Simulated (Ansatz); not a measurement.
# ZrSeS monolayer, Janus: modes against uniaxial strain along the armchair direction, normal to a, with the width clamped

Aim: how do the optical modes of ZrSeS monolayer, Janus shift and split under this strain?

Method: DFT PBEsol, scalar-relativistic, plane waves, PAW; PAW set soft_1, in Ansatz 0.2.0.

This is a report of a sequence of runs, with most program output left out.

### 1. The starting structure

The cell holds 3 atoms: 1 Zr, 1 S and 1 Se. Cell: a = 3.750 Å, b = 3.750 Å, c = 30.000 Å, α = 90.0°, β = 90.0°, γ = 120.0°. Vacuum lies along c. The height across the vacuum is the one that the program set for its solve, not the one typed.

### 2. A rough relaxation first

A rough relaxation comes first, because large forces or stress need no tight tolerances yet. The program lengthens the typed cell of 20.0 Å along the normal to 30.0 Å, as its cut-off of the electrostatics needs, and moves no atom.

File input.yaml:

```yaml
crystal:
  lattice:
    - [3.75, 0.0, 0.0]
    - [-1.875, 3.2476, 0.0]
    - [0.0, 0.0, 20.0]
  atoms:
    - { symbol: Zr, position: [0.0, 0.0, 0.5] }
    - { symbol: S, position: [0.333333, 0.666667, 0.575] }
    - { symbol: Se, position: [0.666667, 0.333333, 0.42] }
  periodic: [true, true, false]
kpoints:
  mp_grid: { grid: [6, 6, 1] }
hamiltonian:
  xc: pbesol
  pseudopotentials: { kind: paw, azcp: { folder: soft_1 }, xc_functional: pbe }
scf:
  occupations: { method: gaussian, width: 0.1 }
output:
  forces: true
  stress: true
  eigenvalues: true
relax:
  adjacent_minimum: "off"
  f_tol: 0.05
  max_steps: 80
  cell: { stress_2d_tol: 0.02 }
```

Launch:

```console
$ ansatz run input.yaml --threads 4 --pin off --max-ram 16384MiB --backend cpu --events-out ev --progress --plain --runs-dir out
```

Wall time 12 s (4 threads of Arm Neoverse V1, shared host); peak memory 0.63 GiB.

Relaxation path:

| step | energy less that of the first step (eV) | largest force component (eV/Å) | volume (Å³) |
| --- | --- | --- | --- |
| 1 | 0.0000 | 1.1629 | 365.36 |
| 2 | 0.0269 | 1.4415 | 358.90 |
| 3 | -0.0985 | 0.1103 | 356.37 |
| 4 | -0.0997 | 0.0277 | 354.74 |
| 5* | -0.0996 | 0.0275 | 354.74 |

Relaxation steps marked * repeat the geometry before them on a plane-wave basis chosen anew for their cell, so energy and pressure can jump there. Relaxation step 2 was tried and not accepted.

Forces are held to the 6 operations that the run works with; a distortion that breaks them can't arise in this run.

| cell as run | before | after | change |
| --- | --- | --- | --- |
| a (Å) | 3.750 | 3.695 | -1.5 % |
| b (Å) | 3.750 | 3.695 | -1.5 % |

The atoms that moved most (Å, along periodic axes as changes of fractional coordinates times the final cell, across vacuum about the mean position):

| atom | dx | dy | dz | length |
| --- | --- | --- | --- | --- |
| S2 | 0.000 | 0.000 | -0.070 | 0.070 |
| Zr1 | 0.000 | 0.000 | 0.047 | 0.047 |
| Se3 | 0.000 | 0.000 | 0.023 | 0.023 |

The relaxed structure:

```cif
data_structure
_symmetry_space_group_name_H-M 'P 1'
_symmetry_Int_Tables_number 1
_cell_length_a 3.6951
_cell_length_b 3.6951
_cell_length_c 30.0000
_cell_angle_alpha 90.000
_cell_angle_beta 90.000
_cell_angle_gamma 120.000
_cell_volume 354.74
loop_
_atom_site_label
_atom_site_type_symbol
_atom_site_fract_x
_atom_site_fract_y
_atom_site_fract_z
_atom_site_occupancy
Zr1 Zr 0.00000 0.00000 0.33490 1
S2 S 0.33333 0.66667 0.38099 1
Se3 Se 0.66667 0.33333 0.28078 1
```

This step gave:

- gap on the k-mesh: 0.6070 eV
- area per atom: 3.942 Å²

The relaxation ends with a largest force component of 0.028 eV/Å.

### 3. Bringing the structure to rest

The cell and atoms are relaxed, since residual forces and stress would shift the frequencies.

File input.yaml:

```yaml
crystal:
  lattice:
    - [3.6951295221, 0.0, 0.0]
    - [-1.847564761, 3.2000760364, 0.0]
    - [0.0, 0.0, 30.0]
  atoms:
    - { symbol: Zr, position: [0.0, 0.0, 0.3348986499] }
    - { symbol: S, position: [0.3333333333, 0.6666666667, 0.3809929149] }
    - { symbol: Se, position: [0.6666666667, 0.3333333333, 0.2807751019] }
  periodic: [true, true, false]
kpoints:
  mp_grid: { grid: [9, 9, 1] }
hamiltonian:
  xc: pbesol
  pseudopotentials: { kind: paw, azcp: { folder: soft_1 }, xc_functional: pbe }
scf:
  occupations: { method: gaussian, width: 0.02 }
output:
  forces: true
  stress: true
  eigenvalues: true
  write_density: true
  write_potential: true
  elf: true
  volumetric_format: npy
relax:
  adjacent_minimum: "off"
  f_tol: 0.005
  max_steps: 80
  cell: { stress_2d_tol: 0.02 }
```

Elapsed: 21 s, on 4 threads; peak memory 0.66 GiB; 79 s of CPU time.

Relaxation path:

| step | energy less that of the first step (eV) | largest force component (eV/Å) | volume (Å³) |
| --- | --- | --- | --- |
| 1 | 0.0000 | 0.0508 | 354.74 |
| 2 | 0.0003 | 0.1200 | 352.81 |
| 3 | -0.0005 | 0.0090 | 353.40 |
| 4 | -0.0005 | 0.0051 | 353.13 |
| 5 | -0.0005 | 0.0006 | 353.06 |
| 6* | -0.0005 | 0.0006 | 353.06 |

Relaxation steps marked * repeat the geometry before them on a plane-wave basis chosen anew for their cell, so energy and pressure can jump there. Relaxation step 2 was tried and not accepted.

Forces are held to the 6 operations that the run works with; a distortion that breaks them can't arise in this run.

| cell as run | before | after | change |
| --- | --- | --- | --- |
| a (Å) | 3.695 | 3.686 | -0.2 % |
| b (Å) | 3.695 | 3.686 | -0.2 % |

The relaxed structure:

```cif
data_structure
_symmetry_space_group_name_H-M 'P 1'
_symmetry_Int_Tables_number 1
_cell_length_a 3.6864
_cell_length_b 3.6864
_cell_length_c 30.0000
_cell_angle_alpha 90.000
_cell_angle_beta 90.000
_cell_angle_gamma 120.000
_cell_volume 353.06
loop_
_atom_site_label
_atom_site_type_symbol
_atom_site_fract_x
_atom_site_fract_y
_atom_site_fract_z
_atom_site_occupancy
Zr1 Zr 0.00000 0.00000 0.33493 1
S2 S 0.33333 0.66667 0.38124 1
Se3 Se 0.66667 0.33333 0.28051 1
```

Numbers from this step:

```yaml
gap_on_the_k_mesh: 0.5967 eV
area_per_atom: 3.923 Å²
```

ELF in the ac plane at fractional y = 0.333, with atoms of Se within 0.2 Å of it. It is the smooth field of the valence electrons, not physical close to the nuclei.

Ten even steps from '_' (0.00) to '@' (0.79), each cell a mean:
```
____________________________
____________________________
____________________________
____________________________
____________________________
____________________________
____________________________
____________________________
____________________________
____________________________
____________________________
____________________________
____________________________
::------::..______________..
%%@@@@@@%%##==..______..--++
--======----::::::::::::::::
==::....--++##%%######%%%%**
##--..::++@@@@@@##++**%%@@@@
::______..--++##%%%%%%##**==
__________________..________
____________________________
____________________________
____________________________
____________________________
```
Columns run along a (3.7 Å), rows up along c (30.0 Å). Atoms in or near the plane, at fractional coordinates: Se at (0.67, 0.28).

Electrostatic potential energy in the ac plane at fractional y = 0.333, with atoms of Se within 0.2 Å of it. With pseudopotentials it is smooth inside the atoms' cores, unlike the true potential.

Ten even steps from '0' (-12 eV) to '9' (0 eV), each cell a mean:
```
99999999999999
99999999999999
99999999999999
99999999999999
99999999999999
99999999999999
99999999999999
99999999999999
99999999999999
99999999999999
99999999999999
99999999999999
99999999999999
99999999999999
65456788999987
20001356777764
32223321122123
78887410344002
99999998888899
99999999999999
99999999999999
99999999999999
99999999999999
99999999999999
```
Columns run along a (3.7 Å; values clipped at the 3rd and 97th percentile), rows up along c (30.0 Å). Atoms in or near the plane, at fractional coordinates: Se at (0.67, 0.28).

Valence density in the ac plane at fractional y = 0.333, with atoms of Se within 0.2 Å of it. It is the smooth field of the valence electrons, not physical close to the nuclei.

Ten steps, logarithmic in the rise over the least value, from '0' (0 e/Å³) to '9' (19 e/Å³), each cell a mean:
```
00000000000000
00000000000000
00000000000000
00000000000000
00000000000000
00000000000000
00000000000000
00000000000000
00000000000000
00000000000000
00000000000000
00000000000000
00000000000000
00000000000000
11221100000001
12222110000011
11111123565322
10001134899632
00000000010000
00000000000000
00000000000000
00000000000000
00000000000000
00000000000000
```
Columns run along a (3.7 Å), rows up along c (30.0 Å). Atoms in or near the plane, at fractional coordinates: Se at (0.67, 0.28).

### 4. Relaxation

The relaxation is repeated from its end, on the mesh and smearing that suit the cell and gap now reached.

input.yaml, the sections that differ from step 3:

```yaml
crystal:
  lattice:
    - [3.6863691392, 0.0, 0.0]
    - [-1.8431845696, 3.1924893223, 0.0]
    - [0.0, 0.0, 30.0]
  atoms:
    - { symbol: Zr, position: [0.0, 0.0, 0.3349255223] }
    - { symbol: S, position: [0.3333333333, 0.6666666667, 0.3812351348] }
    - { symbol: Se, position: [0.6666666667, 0.3333333333, 0.2805060096] }
  periodic: [true, true, false]
kpoints:
  mp_grid: { grid: [12, 12, 1] }
# hamiltonian, scf, output, relax: as in step 3
```

Wall time 12 s (4 threads); peak memory 0.67 GiB; 45 s of CPU time.

Little changed from the start: no atom moved by 0.005 Å and no cell edge by 0.1 %.

Numbers from this step:

```
gap on the k-mesh : 0.5774 eV
```

### 5. Tight relaxation

Phonons need small forces and stress, so the relaxation is finished with tight tolerances on 12×12×1 k points.

input.yaml, as its differences from that of step 4:

```diff
@@ -16,3 +16,3 @@
 scf:
-  occupations: { method: gaussian, width: 0.02 }
+  occupations: { method: fixed }
 output:
@@ -27,4 +27,4 @@
   adjacent_minimum: "off"
-  f_tol: 0.005
-  max_steps: 80
-  cell: { stress_2d_tol: 0.02 }
+  f_tol: 0.001
+  max_steps: 60
+  cell: { stress_2d_tol: 0.002 }
```

The job ended after 26 s (4 threads; peak memory 0.68 GiB; 1.7 min of CPU time).

Little changed from the start: no atom moved by 0.005 Å and no cell edge by 0.1 %.

This step gave:

- gap on the k-mesh: 0.5727 eV
- area per atom: 3.921 Å²

Electrostatic potential energy in the ac plane at fractional y = 0.333, with atoms of Se within 0.2 Å of it. With pseudopotentials it is smooth inside the atoms' cores, unlike the true potential.

Ten even steps from '_' (-12 eV) to '@' (0 eV), each cell a mean:
```
@@@@@@@@@@@@@@@@@@@@@@@@@@@@
@@@@@@@@@@@@@@@@@@@@@@@@@@@@
@@@@@@@@@@@@@@@@@@@@@@@@@@@@
@@@@@@@@@@@@@@@@@@@@@@@@@@@@
@@@@@@@@@@@@@@@@@@@@@@@@@@@@
@@@@@@@@@@@@@@@@@@@@@@@@@@@@
@@@@@@@@@@@@@@@@@@@@@@@@@@@@
@@@@@@@@@@@@@@@@@@@@@@@@@@@@
@@@@@@@@@@@@@@@@@@@@@@@@@@@@
@@@@@@@@@@@@@@@@@@@@@@@@@@@@
@@@@@@@@@@@@@@@@@@@@@@@@@@@@
@@@@@@@@@@@@@@@@@@@@@@@@@@@@
@@@@@@@@@@@@@@@@@@@@@@@@@@@@
@@@@@@@@@@@@@@@@@@@@@@@@@@@@
**++==++**##%%%%@@@@@@@@%%##
::______..--++**########**==
--::::::----::....::::..::--
##%%%%%%##==..__--====____::
@@@@@@@@@@@@@@%%%%%%%%%%@@@@
@@@@@@@@@@@@@@@@@@@@@@@@@@@@
@@@@@@@@@@@@@@@@@@@@@@@@@@@@
@@@@@@@@@@@@@@@@@@@@@@@@@@@@
@@@@@@@@@@@@@@@@@@@@@@@@@@@@
@@@@@@@@@@@@@@@@@@@@@@@@@@@@
```
Columns run along a (3.7 Å; values clipped at the 3rd and 97th percentile), rows up along c (30.0 Å). Atoms in or near the plane, at fractional coordinates: Se at (0.67, 0.28).

Valence density in the ac plane at fractional y = 0.333, with atoms of Se within 0.2 Å of it. It is the smooth field of the valence electrons, not physical close to the nuclei.

Ten steps, logarithmic in the rise over the least value, from '0' (0 e/Å³) to '9' (19 e/Å³), each cell a mean:
```
00000000000000
00000000000000
00000000000000
00000000000000
00000000000000
00000000000000
00000000000000
00000000000000
00000000000000
00000000000000
00000000000000
00000000000000
00000000000000
00000000000000
11221100000001
12222110000011
11111123565322
10001134899632
00000000010000
00000000000000
00000000000000
00000000000000
00000000000000
00000000000000
```
Columns run along a (3.7 Å), rows up along c (30.0 Å). Atoms in or near the plane, at fractional coordinates: Se at (0.67, 0.28).

ELF in the ac plane at fractional y = 0.333, with atoms of Se within 0.2 Å of it. It is the smooth field of the valence electrons, not physical close to the nuclei.

Ten even steps from '0' (0.00) to '9' (0.79), each cell a mean:
```
00000000000000
00000000000000
00000000000000
00000000000000
00000000000000
00000000000000
00000000000000
00000000000000
00000000000000
00000000000000
00000000000000
00000000000000
00000000000000
23332100000001
89998741000135
34443322222222
42113578777886
73125999756899
20001357888764
00000000010000
00000000000000
00000000000000
00000000000000
00000000000000
```
Columns run along a (3.7 Å), rows up along c (30.0 Å). Atoms in or near the plane, at fractional coordinates: Se at (0.67, 0.28).

The largest force component left is 0.099 meV/Å, within the tolerances set.

### 6. Modes at rest

Phonons follow from the second derivative of the energy, found here by linear response.

The modes at rest are the reference of the series.

input.yaml, the sections that differ from step 5:

```yaml
crystal:
  lattice:
    - [3.685334151, 0.0, 0.0]
    - [-1.8426670755, 3.1915929962, 0.0]
    - [0.0, 0.0, 30.0]
  atoms:
    - { symbol: Zr, position: [0.0, 0.0, 0.3349282258] }
    - { symbol: S, position: [0.3333333333, 0.6666666667, 0.3812583963] }
    - { symbol: Se, position: [0.6666666667, 0.3333333333, 0.2804800446] }
  periodic: [true, true, false]
output:
  eigenvalues: true
phonons:
  method: dfpt
# kpoints, hamiltonian, scf: as in step 5
# relax: removed
```

Run time: 83 s. Hardware: 4 threads; peak memory 1.5 GiB; 5.3 min of CPU time.

Numbers from this step:

| Quantity | Value |
| --- | --- |
| sum-rule residual before enforcement | 5.05e-5 eV/Å² |
| point group | 3m |
| highest optical mode at the zone centre (no LO-TO term) | 319.4 cm⁻¹ |
| lowest optical zone-centre mode | 116.6 cm⁻¹ |

Without the LO-TO term. Patterns of degenerate modes are one choice out of their space. Modes at Γ, with each element's share of the kinetic energy:

| mode | frequency (cm⁻¹) | symmetry | Zr % | S % | Se % |
| --- | --- | --- | --- | --- | --- |
| 1 | 0.0 | acoustic | 45 | 16 | 39 |
| 2 | 0.0 | acoustic | 45 | 16 | 39 |
| 3 | 0.0 | acoustic | 45 | 16 | 39 |
| 4 | 116.6 | E | 48 | 0 | 52 |
| 5 | 116.6 | E | 48 | 0 | 52 |
| 6 | 223.1 | E | 7 | 84 | 9 |
| 7 | 223.1 | E | 7 | 84 | 9 |
| 8 | 227.6 | A1 | 22 | 18 | 60 |
| 9 | 319.4 | A1 | 33 | 66 | 1 |

Displacements in mode 5 (116.6 cm⁻¹), the largest set to 1:
```
Zr1  0.00 -0.90  0.00
S2   0.00  0.10  0.00
Se3  0.00  1.00  0.00
```

Displacements in mode 9 (319.4 cm⁻¹), the largest set to 1:
```
Zr1  0.00  0.00 -0.42
S2   0.00  0.00  1.00
Se3  0.00  0.00  0.08
```

Before it was imposed, the acoustic sum rule was missed by 5.1e-5 eV/Å². Small misses are needed for a sound result but don't prove that mesh and cutoff are converged. The lowest optical mode is real, 117 cm⁻¹.

### 7. A member of the series: uniaxial strain of +5 % along the armchair direction, normal to a, with the width clamped

The cell takes a uniaxial strain of +5 % along the armchair direction, normal to a, with the width clamped. The cell is held, and the atoms relax in it.

input.yaml, the sections that differ from step 6:

```yaml
crystal:
  lattice:
    - [3.685334151, 0.0, 0.0]
    - [-1.8426670755, 3.3511726462, 0.0]
    - [0.0, 0.0, 30.0]
  atoms:
    - { symbol: Zr, position: [0.0007645901, 0.0015291801, 0.3350148972] }
    - { symbol: S, position: [0.3302849891, 0.6605699782, 0.3800492743] }
    - { symbol: Se, position: [0.6689504208, 0.3379008416, 0.2816024952] }
  periodic: [true, true, false]
scf:
  occupations: { method: gaussian, width: 0.02 }
output:
  forces: true
  stress: true
  eigenvalues: true
relax:
  adjacent_minimum: "off"
  f_tol: 0.001
  max_steps: 60
# kpoints, hamiltonian: as in step 6
# phonons: removed
```

Elapsed: 57 s, on 4 threads; peak memory 0.83 GiB.

Step by step:

| step | energy less that of the first step (eV) | largest force component (eV/Å) |
| --- | --- | --- |
| 1 | 0.0000 | 0.0915 |
| 2 | 0.0014 | 0.1757 |
| 3 | -0.0008 | 0.0082 |
| 4 | -0.0008 | 0.0045 |
| 5 | -0.0008 | 0.0021 |
| 6 | -0.0008 | 0.0000 |

Relaxation step 2 was tried and not accepted.

Forces are held to the 2 operations that the run works with; a distortion that breaks them can't arise in this run.

The atoms that moved most (Å):

| atom | dx | dy | dz | length |
| --- | --- | --- | --- | --- |
| S2 | 0.000 | -0.004 | -0.009 | 0.010 |
| Se3 | 0.000 | 0.003 | 0.008 | 0.009 |

The relaxed structure:

```xyz
3
Lattice="3.6853 0.0000 0.0000 -1.8427 3.3512 0.0000 0.0000 0.0000 30.0000" Properties=species:S:1:pos:R:3
Zr    0.0000    0.0064   10.0513
S     0.0000    2.2097   11.3922
Se    1.8427    1.1350    8.4565
```

Numbers from this step:

```yaml
gap_on_the_k_mesh: 0.6891 eV
area_per_atom: 4.117 Å²
```

The largest force component left is 0.015 meV/Å.

### 8. Modes of this member: uniaxial strain of +5 % along the armchair direction, normal to a, with the width clamped

The zone-centre modes follow for uniaxial strain of +5 % along the armchair direction, normal to a, with the width clamped.

input.yaml, the sections that differ from step 7:

```yaml
crystal:
  lattice:
    - [3.685334151, 0.0, 0.0]
    - [-1.8426670755, 3.3511726462, 0.0]
    - [0.0, 0.0, 30.0]
  atoms:
    - { symbol: Zr, position: [0.0009590322, 0.0019180645, 0.335042514] }
    - { symbol: S, position: [0.329694887, 0.6593897741, 0.3797408182] }
    - { symbol: Se, position: [0.6693460807, 0.3386921613, 0.2818833345] }
  periodic: [true, true, false]
scf:
  occupations: { method: fixed }
output:
  eigenvalues: true
phonons:
  method: dfpt
# kpoints, hamiltonian: as in step 7
# relax: removed
```

It took 2.3 min on 4 threads; peak memory 1.6 GiB.

This step gave:

```
sum-rule residual before enforcement                    : 3.35e-4 eV/Å²
point group                                             : m
highest optical mode at the zone centre (no LO-TO term) : 302.4 cm⁻¹
lowest optical zone-centre mode                         : 108.8 cm⁻¹
```

Without the LO-TO term. Patterns of degenerate modes are one choice out of their space. Modes at Γ, with each element's share of the kinetic energy:

| mode | frequency (cm⁻¹) | symmetry | Zr % | S % | Se % |
| --- | --- | --- | --- | --- | --- |
| 1 | 0.0 | acoustic | 45 | 16 | 39 |
| 2 | 0.0 | acoustic | 45 | 16 | 39 |
| 3 | 0.0 | acoustic | 45 | 16 | 39 |
| 4 | 108.8 | A' | 49 | 1 | 50 |
| 5 | 114.7 | A'' | 50 | 1 | 49 |
| 6 | 215.2 | A' | 7 | 79 | 14 |
| 7 | 219.1 | A' | 21 | 22 | 57 |
| 8 | 219.4 | A'' | 5 | 83 | 11 |
| 9 | 302.4 | A' | 32 | 67 | 1 |

The lowest optical mode is real, 109 cm⁻¹, and the highest lies at 302.4 cm⁻¹.

Between step 6 and this run (strain 5 %) the value for the highest optical mode at the zone centre (no LO-TO term) moves from 319 cm⁻¹ to 302 cm⁻¹ (-5 %).

### 9. Relaxation of a member: uniaxial strain of -3 % along the armchair direction, normal to a, with the width clamped

The cell takes a uniaxial strain of -3 % along the armchair direction, normal to a, with the width clamped. The cell is held, and the atoms relax in it.

input.yaml, the sections that differ from step 8:

```yaml
crystal:
  lattice:
    - [3.685334151, 0.0, 0.0]
    - [-1.8426670755, 3.0958452062, 0.0]
    - [0.0, 0.0, 30.0]
  atoms:
    - { symbol: Zr, position: [-0.0004895676, -0.0009791351, 0.3349003589] }
    - { symbol: S, position: [0.3353023053, 0.6706046105, 0.3818485389] }
    - { symbol: Se, position: [0.6651872623, 0.3303745246, 0.2799177689] }
  periodic: [true, true, false]
scf:
  occupations: { method: gaussian, width: 0.02 }
output:
  forces: true
  stress: true
  eigenvalues: true
relax:
  adjacent_minimum: "off"
  f_tol: 0.001
  max_steps: 60
# kpoints, hamiltonian: as in step 8
# phonons: removed
```

The job ended after 51 s (4 threads; peak memory 0.79 GiB).

[end of part 1 of 2]

[Logs are printed without paths, hosts, clocks, repeated set-up lines and the standing remarks that a program may print on its own settings, such as how far it seeks lower states.]

[Hosts, paths, dates, database ids (printed as entryN), source tags and the programs' standing remarks are cut or masked in the printed files.]
